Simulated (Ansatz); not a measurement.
## What TiGe (model cell, started as zinc blende) distorts into

Wanted: the energy along a soft mode of TiGe (model cell, started as zinc blende) and the structure at the end.

Method: DFT PBE, scalar-relativistic, plane waves, PAW, in Ansatz 0.2.0.

The structure was built from a prototype and need not be the compound's stable phase.

### Step 1. The starting structure

Symmetry: F-43m, No. 216, cubic system. The conventional cell has a = 5.846 Å, b = 5.846 Å, c = 5.846 Å, α = 90.00°, β = 90.00°, γ = 90.00°. Ti has 4 Ge at 2.53 Å nearest. Ge has 4 Ti at 2.53 Å nearest. Farther neighbours are not listed.

### Step 2. Phonons on a q mesh

The cell comes from relaxations at this level that are not shown. Stability and thermal properties need the whole zone. Linear response on a 4×4×4 q mesh gives force constants as far as a supercell of that size would.

File input.yaml:

```yaml
crystal:
  lattice:
    - [0.0, 2.9230550389, 2.9230550389]
    - [2.9230550389, 0.0, 2.9230550389]
    - [2.9230550389, 2.9230550389, 0.0]
  atoms:
    - { symbol: Ti, position: [0.0, 0.0, 0.0] }
    - { symbol: Ge, position: [0.25, 0.25, 0.25] }
kpoints:
  mp_grid: { grid: [12, 12, 12] }
hamiltonian:
  xc: pbe
scf:
  occupations: { method: gaussian, width: 0.01 }
output:
  eigenvalues: true
phonons:
  method: dfpt
  qmesh: [4, 4, 4]
  temperatures: { t_max: 1000, t_step: 50 }
  qpath:
    path:
      - [[0.0, 0.0, 0.0], [-0.5, -0.5, 0.0], [-0.375, -0.375, 0.25]]
      - [[-0.375, 0.0, 0.375], [0.0, 0.0, 0.0], [0.0, 0.0, 0.5], [-0.5, -0.25, 0.25], [-0.5, -0.5, 0.0]]
    npoints: 10
```

Launch:

```bash
$ ansatz run input.yaml --threads 4 --pin off --max-ram 7168MiB --backend cpu --events-out ev --progress --plain --runs-dir out
```

Numbers of over 12 decimals in the logs are rounded to 6 here.

The log of the run:

```text
Warning: phonons: the dynamical matrix that this run interpolates holds no multipole term above the dipole-dipole one, and a site of this crystal is no centre of inversion, so its interpolated transverse optical and acoustic branches and sound speeds can stay off near Gamma, and the density of states and the thermodynamics with them. What a run solves at a wave vector of phonons.qpoints, Gamma apart, where the deck admits one, is free of this, and under fd what a larger phonons.supercell samples
Engine: ansatz 0.2.0, aarch64-unknown-linux-gnu
Pseudopotentials: kind: paw
Pseudopotential: Ti, paw, valence charge 12, recommended cutoff 420 eV (normal), Ti.paw.azcp
Pseudopotential: Ge, paw, valence charge 14, recommended cutoff 420 eV (normal), Ge.paw.azcp
Functional definition: PBE
  parameter kappa = 0.804
  parameter beta = 0.066725
  exchange = pbe_x(kappa = kappa, mu = beta*pi^2/3)
  correlation = pbe_c(beta = beta)
Crystal: 2 atoms, lattice volume = 49.951 Å³
Basis set: ecut = 420 eV, 941 PW (Γ), exchange–correlation on 60×60×60 points (8 copies of the dense FFT grid, shifted against one another)
Bands: 17, of which v1, the nominal top of the filled ones, is band 13 counted from 1 (12 counted from 0)
Symmetry: 24 space group operations
k-points: 72 of 1728 (time reversal used)
Non-local potential: Ti, projectors of the file, l = 0: 3, l = 1: 2, l = 2: 3, l = 3: 1
Non-local potential: Ge, projectors of the file, l = 0: 2, l = 1: 2, l = 2: 3, l = 3: 1
PAW form: soft (Blöchl's): semilocal exchange-correlation on the pseudo side does not see the compensation charge
PAW one-centre angular grid: Ti, 590 points (default); XC on 64 Gauss nodes
PAW one-centre angular grid: Ge, 590 points (default); XC on 64 Gauss nodes
Initial density: superposition of atomic densities (neutral atoms: chi_scale 0, normalization atom), corrected by the library's trained network
Initial wavefunctions: pseudopotential atomic-orbital guess
Functional: x = pbe(κ = 0.804, μ = 0.219515), c = pbe(β = 0.066725)
SCF iter   1: F=—  HF=-6793.814259 eV  |F-HF|=—  |Δ(HF+E_count)|=         —  Δρ=6.07e-3  dr2=2.91e-2  ethr=1.77e-3  ⟨swp⟩=5.4  Hψ=5349  notcnv=0
preconditioner: auto → none  [insulator: Δε(μ)=0.290 eV  Ē_g=4.547 eV  σ=0.010 eV  W_gap=1.00  n_scr=14 (ndim 8)  ℏωp=14.9 eV  f_vac=0.002  D(μ)=0.00/eV (n_scr^D=0)  ε∞_Penn≈11.7]
SCF iter   2: F=—  HF=-6793.810745 eV  |F-HF|=—  |Δ(HF+E_count)|=   3.51e-3  Δρ=2.15e-3  dr2=2.56e-3  ethr=1.12e-4  ⟨swp⟩=2.0  Hψ=2085  notcnv=0
SCF iter   3: F=—  HF=-6793.810799 eV  |F-HF|=—  |Δ(HF+E_count)|=   5.33e-5  Δρ=4.80e-4  dr2=5.45e-5  ethr=9.84e-6  ⟨swp⟩=2.6  Hψ=2027  notcnv=0
SCF iter   4: F=—  HF=-6793.810803 eV  |F-HF|=—  |Δ(HF+E_count)|=   4.45e-6  Δρ=1.60e-4  dr2=6.69e-6  ethr=2.09e-7  ⟨swp⟩=2.0  Hψ=1872  notcnv=0
SCF iter   5: F=—  HF=-6793.810806 eV  |F-HF|=—  |Δ(HF+E_count)|=   3.23e-6  Δρ=1.54e-5  dr2=5.41e-8  ethr=2.57e-8  ⟨swp⟩=2.0  Hψ=1872  notcnv=0
SCF iter   6: F=—  HF=-6793.810804 eV  |F-HF|=—  |Δ(HF+E_count)|=   2.66e-6  Δρ=3.07e-6  dr2=2.44e-9  ethr=2.08e-10  ⟨swp⟩=2.0  Hψ=2088  notcnv=0
SCF iter   7: F=—  HF=-6793.810804 eV  |F-HF|=—  |Δ(HF+E_count)|=   5.03e-9  Δρ=3.91e-7  dr2=7.94e-11  ethr=9.38e-12  ⟨swp⟩=3.0  Hψ=2160  notcnv=0
SCF iter   8: F=-6793.810804 eV  HF=-6793.810804 eV  |F-HF|=5.46e-12  |Δ(HF+E_count)|=  1.82e-12  Δρ=1.05e-7  dr2=5.64e-12  ethr=1.00e-12  ⟨swp⟩=5.2  Hψ=4619  notcnv=0
SCF 1 converged in 8 iterations: F = -6793.810804 eV  dr2 = 5.64e-12
  greatest PAW one-centre occupation: 0.999 electrons in one spin orbital (limit 2), on the Ti atom at site 0 (counted from 0), in its partial waves of l = 0
Initial density: read from a saved state, or passed on in memory by an earlier SCF of this step, an earlier step, the calling program or the single point that the run made first
iter 1 solved again at ethr=4.20e-8 eV; its pass at ethr=3.10e-3 eV (dr2=1.09e-5 eV) is discarded
SCF iter   1: F=—  HF=-6793.810806 eV  |F-HF|=—  |Δ(HF+E_count)|=         —  Δρ=2.70e-7  dr2=3.95e-11  ethr=4.20e-8  ⟨swp⟩=3.0  Hψ=8688  notcnv=0
eigensolver tolerance schedule: the retry pair's looser diagonalisation over-reported the residual by 276475.78 of it (diagonalisation noise at an unbounded share of the residual, at the tolerance the schedule requests for it); recorded, not acted on — ethr = c·dr2/N_el stays at c = 1.0e-1
preconditioner: auto → none  [insulator: Δε(μ)=0.246 eV  Ē_g=4.494 eV  σ=0.010 eV  W_gap=1.00  n_scr=14 (ndim 8)  ℏωp=14.9 eV  f_vac=0.001  D(μ)=0.00/eV (n_scr^D=0)  ε∞_Penn≈11.9]
[...]
SCF iter   6: F=-6793.810804 eV  HF=-6793.810804 eV  |F-HF|=1.82e-12  |Δ(HF+E_count)|=    0.00e0  Δρ=3.16e-10  dr2=3.38e-17  ethr=1.00e-12  ⟨swp⟩=1.0  Hψ=1224  notcnv=0
SCF iter   7: F=-6793.810804 eV  HF=-6793.810804 eV  |F-HF|=0.00e0  |Δ(HF+E_count)|=  9.09e-13  Δρ=4.27e-10  dr2=9.95e-17  ethr=1.00e-12  ⟨swp⟩=1.0  Hψ=2736  notcnv=0
SCF 2 converged in 7 iterations: F = -6793.810804 eV  dr2 = 9.95e-17
k-points: 280 of 1728 (irreducible under 4 space group operations, time reversal used)
iter 1 solved again at ethr=7.40e-10 eV; its pass at ethr=3.10e-3 eV (dr2=1.92e-7 eV) is discarded
SCF iter   1: F=—  HF=-6793.810804 eV  |F-HF|=—  |Δ(HF+E_count)|=         —  Δρ=1.27e-8  dr2=8.11e-14  ethr=7.40e-10  ⟨swp⟩=3.0  Hψ=34766  notcnv=0  defer=332
eigensolver tolerance schedule: the retry pair's looser diagonalisation over-reported the residual by 2370378.68 of it (diagonalisation noise at 1.30 of the residual, at the tolerance the schedule requests for it); recorded, not acted on — ethr = c·dr2/N_el stays at c = 1.0e-1
preconditioner: auto → none  [insulator: Δε(μ)=0.246 eV  Ē_g=4.494 eV  n_scr=14 (ndim 8)  ℏωp=14.9 eV  f_vac=0.001  ε∞_Penn≈11.9]
SCF iter   2: F=-6793.810804 eV  HF=-6793.810804 eV  |F-HF|=9.09e-13  |Δ(HF+E_count)|=  2.82e-10  Δρ=2.90e-8  dr2=6.04e-13  ethr=1.00e-12  ⟨swp⟩=5.2  Hψ=15466  notcnv=0
SCF 3 converged in 2 iterations: F = -6793.810804 eV  dr2 = 6.04e-13
NSCF: frozen V_eff on 6 k-points
DFPT response loops at Γ: preconditioner auto → none (the input reference at scf.mixing.eps_inf says where Resta's filter doesn't serve); β = 0.50; Broyden in place of MSR1
── the response to a field inside a basis, on 12×12×12 k-points: an SCF that follows is theirs, and a resumed run solves both again ──
Bands: 14, of which v1, the nominal top of the filled ones, is band 13 counted from 1 (12 counted from 0)
k-points: 182 of 1728 (irreducible under 6 space group operations, time reversal used)
Initial density: handed on by an earlier stage of this run
Initial wavefunctions: pseudopotential atomic-orbital guess (no wavefunctions were taken with the density)
[...]
SCF iter   4: F=—  HF=-6793.808843 eV  |F-HF|=—  |Δ(HF+E_count)|=   1.97e-8  Δρ=1.55e-5  dr2=1.95e-7  ethr=3.33e-10
SCF iter   5: F=-6793.808843 eV  HF=-6793.808843 eV  |F-HF|=5.48e-10  |Δ(HF+E_count)|=   2.95e-8  Δρ=2.94e-6  dr2=1.88e-9  ethr=3.33e-10
SCF 1 converged in 5 iterations: F = -6793.808843 eV  dr2 = 1.88e-9
DFPT response loops at Γ: mixed as the last ones told, above
NSCF: frozen V_eff on 72 k-points
NSCF: frozen V_eff on 163 k-points
DFPT response loops at q = (0, 0, 0) (fractional): mixed as the last ones told, above
NSCF: frozen V_eff on 1872 k-points
DFPT response loops at q = (0, 0, 0.25) (fractional): preconditioner auto → Resta (q_TF=auto, 2.447 Å⁻¹)  ε∞=15.6 (no band partly filled); β = 1.00, the filter's whole step (`scf.mixing.beta` (0.50) is not read by the response loops at its default; to damp them type it under 1.00, their step now; it binds the ground state too); Broyden in place of MSR1
NSCF: frozen V_eff on 952 k-points
DFPT response loops at q = (0, 0, -0.5) (fractional): mixed as the last ones told, above
NSCF: frozen V_eff on 1020 k-points
DFPT response loops at q = (0, 0.25, 0.25) (fractional): mixed as the last ones told, above
NSCF: frozen V_eff on 3456 k-points
DFPT response loops at q = (0, 0.25, -0.5) (fractional): mixed as the last ones told, above
NSCF: frozen V_eff on 1872 k-points
DFPT response loops at q = (0, 0.25, -0.25) (fractional): mixed as the last ones told, above
NSCF: frozen V_eff on 560 k-points
DFPT response loops at q = (0, -0.5, -0.5) (fractional): mixed as the last ones told, above
NSCF: frozen V_eff on 1020 k-points
DFPT response loops at q = (0.25, -0.5, -0.25) (fractional): mixed as the last ones told, above
SCF converged after 8 iterations
Free energy (F): -6793.810804 eV
Harris-Foulkes:  -6793.810804 eV  (|F-HF|=5.46e-12)
Internal energy: -6793.810804 eV  (E = F + TS)
E sigma→0 (E₀):  -6793.810804 eV
Fermi energy:    7.151807 eV
--- Per-component energies (eV) ---
  E_band       = -381.518906
  E_kinetic    = 381.739161
  E_local      = -3701.641738  (includes V_loc(G=0)·N_el)
  E_nonlocal   = 426.752357
  E_hartree    = 1589.182974
  E_xc         = -171.844655
  E_vxc        = -184.829133  (∫ρ·V_xc dr)
  E_paw        = -3066.337700  (= ΣΔE_a)
  E_vpaw       = -481.905898  (= ΣTr[D̂ρ^β])
  E_aug_tail   = 0.000431  (compensation charges beyond the density's cutoff)
  E_ewald      = -2251.661634
  E_smearing   = -0.000000  (= −TS)
  E_closure    = -0.000000  (closes the sum)
  Σ components = -6793.810804   (vs F -6793.810804, Δ=0.00e0)
--- Band table (eV; the first three rows and the last of 72) ---
  k-point 0: bands = [... 9 lower, -1.5469, 6.0925, 6.0925, 6.0925, 8.1286, 8.1286, 11.8806, 13.1769]
  k-point 1: bands = [... 9 lower, -1.4798, 5.9774, 6.1186, 6.1186, 8.1125, 8.1125, 11.7685, 12.9422]
  k-point 2: bands = [... 9 lower, -1.2874, 5.6789, 6.1863, 6.1863, 8.0835, 8.0835, 11.0716, 12.6197]
  k-point 71: bands = [... 9 lower, 0.1558, 5.2359, 5.7168, 6.8769, 7.2869, 8.1278, 8.5806, 9.0601]
--- Phonons (Γ-DFPT): 2 representative perturbations + reference (Σ response iterations 6) ---
  ASR residual: 3.857e-5 → 0.000e0 eV/Å²; symmetrization residual: 5.683e-6 eV/Å²
  ASR residual per site (eV/Å²): 3.86e-5 8.41e-6
  Γ frequencies (cm⁻¹): 0.00 0.00 0.00 243.07 243.07 243.07
  Unit cell's response to a homogeneous field: 3 representative field directions (Σ response iterations 15)
  ε∞ (high-frequency dielectric tensor):
       32.535980    -0.000000    -0.000000
       -0.000000    32.535980    -0.000000
       -0.000000    -0.000000    32.535980
  ε⁰ (static dielectric tensor): not given — the deck does not say what the cell's rigid motions are, and on a molecule in a box or a wire the rigid rotations would enter the sum over the modes at Γ. For a crystal or a slab, whose only rigid motions are the translations, set phonons.rigid_motions: translations.
  Born effective charges Z* (e; rows j = field, columns β = displacement):
    site 0:
         4.46820    0.00000    0.00000
         0.00000    4.46820    0.00000
        -0.00000    0.00000    4.46820
    site 1:
        -4.46820   -0.00000   -0.00000
        -0.00000   -4.46820   -0.00000
         0.00000   -0.00000   -4.46820
  Z* charge neutrality: 2.435e-3 e pre-enforcement
  solved inside a basis spanned on the 12×12×12 k-mesh, on 12×12×12 k-points, its susceptibility summed on 16×16×16: ε∞ is read to err by 1.2e-1, Z* by 2.3e-2 e; Z* is corrected for what the basis lacks
  optical modes at Γ without the LO–TO term, one row a degenerate level:
      ω (cm⁻¹)  modes    IR ((D/Å)²/amu)
        243.07      3            47.8930
  optical modes at Γ + LO–TO along q̂ = [1.0000, 0.0000, 0.0000]:
      ω (cm⁻¹)  modes    IR ((D/Å)²/amu)
        243.07      2            31.9286
        282.90      1            15.9643
  optical modes at Γ + LO–TO along q̂ = [0.0000, 1.0000, 0.0000]:
      ω (cm⁻¹)  modes    IR ((D/Å)²/amu)
        243.07      2            31.9286
        282.90      1            15.9643
  optical modes at Γ + LO–TO along q̂ = [0.0000, 0.0000, 1.0000]:
      ω (cm⁻¹)  modes    IR ((D/Å)²/amu)
        243.07      2            31.9286
        282.90      1            15.9643
--- Phonons (arbitrary-q DFPT): 8 irreducible q on the 4×4×4 mesh ---
  q = [0.0000, 0.0000, 0.0000] (star 1, of the zone-centre solve; hermiticity 1.81e-6, symmetrization 7.23e-13): -0.00 -0.00 0.00 243.07 243.07 243.07
  q = [0.0000, 0.0000, 0.2500] (star 8, 2 solved perturbations on 936 of 1728 k-point pairs; hermiticity 1.54e-6, symmetrization 8.72e-13): -23.01 -23.01 86.76 248.44 248.44 271.92
  q = [0.0000, 0.0000, -0.5000] (star 4, 2 solved perturbations on 476 of 1728 k-point pairs; hermiticity 1.94e-6, symmetrization 1.15e-12): -23.65 -23.65 129.33 248.78 253.81 253.81
  q = [0.0000, 0.2500, 0.2500] (star 6, 4 solved perturbations in 1608 linear systems a pass and spin channel, the states on 510 of 1728 k-point pairs; hermiticity 1.01e-6, symmetrization 5.20e-13): -29.41 -29.41 100.51 241.86 241.86 267.36
  q = [0.0000, 0.2500, -0.5000] (star 24, 4 solved perturbations in 5328 linear systems a pass and spin channel, the states on 1728 of 1728 k-point pairs; hermiticity 8.88e-7, symmetrization 8.89e-13): -32.61 -24.88 152.36 234.86 241.99 245.55
  q = [0.0000, 0.2500, -0.2500] (star 12, 4 solved perturbations in 2892 linear systems a pass and spin channel, the states on 936 of 1728 k-point pairs; hermiticity 1.66e-6, symmetrization 5.53e-13): -27.30 -24.75 135.14 237.51 249.50 250.80
  q = [0.0000, -0.5000, -0.5000] (star 3, 4 solved perturbations in 886 linear systems a pass and spin channel, the states on 280 of 1728 k-point pairs; hermiticity 5.20e-7, symmetrization 5.73e-13): -24.81 -24.81 175.58 218.96 235.76 235.76
  q = [0.2500, -0.5000, -0.2500] (star 6, 4 solved perturbations in 1544 linear systems a pass and spin channel, the states on 510 of 1728 k-point pairs; hermiticity 4.71e-7, symmetrization 6.06e-13): -30.58 -29.59 180.23 212.53 231.36 243.56
  sum rule: each row above includes the acoustic sum rule's correction from the zone centre's row sums; it moved no ω² by more than (0.47 cm⁻¹)²
  mesh force constants: q→R imaginary residual 2.58e-18; ASR residual 3.857e-5 → 0.000e0 eV/Å²; symmetrization residual 5.329e-15 eV/Å²
  interpolated dispersion: 63 rows × 6 modes
  density of states and harmonic sums: on the 20×20×20 q-mesh, interpolated from the force constants of a 4×4×4 supercell (with the dipole–dipole term)
  largest difference from the sums on the solved wave vectors: F 4.43e-3 eV, S 5.77e-6 and C_V 1.48e-6 eV/K
  zero-point energy: 0.053801 eV/cell   skipped modes (ω ≤ 0): 513, of them read as no rigid motion or as one in doubt: 510 (2.000e0 modes/cell left out, lowest -37.68 cm⁻¹)   left out of the sums: 3.33e-1 of the cell's modes: C_V's classical limit lies that fraction below 3 k_B per atom; for a crystal, a wire or a layer, F and S can be off by more, and a phonons.interpolated_qmesh denser along its periods is the remedy for the sampling
```

The job ended after 12 min (4 threads of Arm Neoverse N1, shared host; peak memory 3.4 GiB).

In the SCF lines HF is the Harris–Foulkes energy and dr2 the Hartree energy of the density residual, in eV; the loop may stop once dr2 is under the threshold and the program's other checks hold. Hψ counts applications of the Hamiltonian.

Numbers from this step:

```yaml
gap_on_the_k_mesh: 0.2457 eV
volume_per_atom: 24.98 Å³
sum_rule_residual_before_enforcement: 3.86e-5 eV/Å²
lowest_frequency_on_the_path: -37.85 cm⁻¹
point_group: -43m
highest_frequency_on_the_path_or_at_a_solved_wavevector: 282.9 cm⁻¹
highest_optical_mode_at_the_zone_centre_no_lo_to_term: 243.1 cm⁻¹
lowest_optical_zone_centre_mode: 243.1 cm⁻¹
lowest_mode_on_the_q_mesh_acoustic_modes_at_gamma_apart: -32.61 cm⁻¹
```

Frequencies (cm⁻¹) solved at each irreducible wavevector; negative means imaginary. Frequencies by wavevector, by row:

| q in reciprocal lattice units | star | mode 1 | mode 2 | mode 3 | mode 4 | mode 5 | mode 6 |
| --- | --- | --- | --- | --- | --- | --- | --- |
| 0 0 0 | 1 | 0 | 0 | 0 | 243.1 | 243.1 | 243.1 |
| 0 0 0.25 | 8 | -23 | -23 | 86.8 | 248.4 | 248.4 | 271.9 |
| 0 0 -0.5 | 4 | -23.6 | -23.6 | 129.3 | 248.8 | 253.8 | 253.8 |
| 0 0.25 0.25 | 6 | -29.4 | -29.4 | 100.5 | 241.9 | 241.9 | 267.4 |
| 0 0.25 -0.5 | 24 | -32.6 | -24.9 | 152.4 | 234.9 | 242 | 245.6 |
| 0 0.25 -0.25 | 12 | -27.3 | -24.8 | 135.1 | 237.5 | 249.5 | 250.8 |
| 0 -0.5 -0.5 | 3 | -24.8 | -24.8 | 175.6 | 219 | 235.8 | 235.8 |
| 0.25 -0.5 -0.25 | 6 | -30.6 | -29.6 | 180.2 | 212.5 | 231.4 | 243.6 |

Interpolated from a 4×4×4 q mesh, with the LO-TO term (at Γ the limit along the path; where Γ stands inside the path, tables give the limit on arrival). Phonon branches along the path, in cm⁻¹:

| point | branch 1 | branch 2 | branch 3 | branch 4 | branch 5 | branch 6 |
| --- | --- | --- | --- | --- | --- | --- |
| Γ | 0 | 0 | 0 | 243 | 243 | 283 |
| halfway | -29 | -29 | 100 | 242 | 242 | 267 |
| X | -25 | -25 | 176 | 219 | 236 | 236 |
| halfway | -28 | -26 | 176 | 218 | 236 | 238 |
| U | -35 | -28 | 173 | 220 | 234 | 244 |
| jump to K | -35 | -28 | 173 | 220 | 234 | 244 |
| halfway | -26 | -11 | 104 | 243 | 250 | 265 |
| Γ | 0 | 0 | 0 | 243 | 243 | 283 |
| halfway | -23 | -23 | 87 | 248 | 248 | 272 |
| L | -24 | -24 | 129 | 249 | 254 | 254 |
| halfway | -36 | -24 | 152 | 234 | 242 | 250 |
| W | -31 | -30 | 180 | 212 | 231 | 244 |
| halfway | -28 | -28 | 178 | 216 | 234 | 240 |
| X | -25 | -25 | 176 | 219 | 236 | 236 |

The phonon branches as a text plot (rows in cm⁻¹):

```
    276 |******                  ************
    263 |      **               *            **
    249 |******  *       ***********************************
    236 |      *****************                    *************
    223 |           ********                            *     ***
    209 |                                                *****
    196 |
    183 |              **                                ******
    169 |           ***  ***                            *      **
    156 |         **        *                         **
    143 |        *           **                     **
    129 |                      *                ****
    116 |       *                             **
    103 |      *                *            *
     89 |                        *          *
     76 |    **                            *
     62 |   *                     **      *
     49 |
     36 |  *                        *    *
     22 | *                          *  *
      9 |
     -4 |*                      *********
    -18 | **                   *  ***    ***************
    -31 |   **********************                ***************
         Γ           X  U|K            Γ         L        W     X
```

Symmetry leaves 8 wavevectors to solve. The lowest mode among them, the acoustic zeros apart, lies at q = (0, 0.25, -0.5) and is imaginary, 32.6i cm⁻¹, so the energy falls along it. Between them the interpolated path dips to 38i cm⁻¹.

(Continued in part 2 of 3.)

[Logs are printed without paths, hosts, clocks, repeated set-up lines and the standing remarks that a program may print on its own settings, such as how far it seeks lower states.]

[Hosts, paths, dates, database ids (printed as entryN), source tags and the programs' standing remarks are cut or masked in the printed files.]
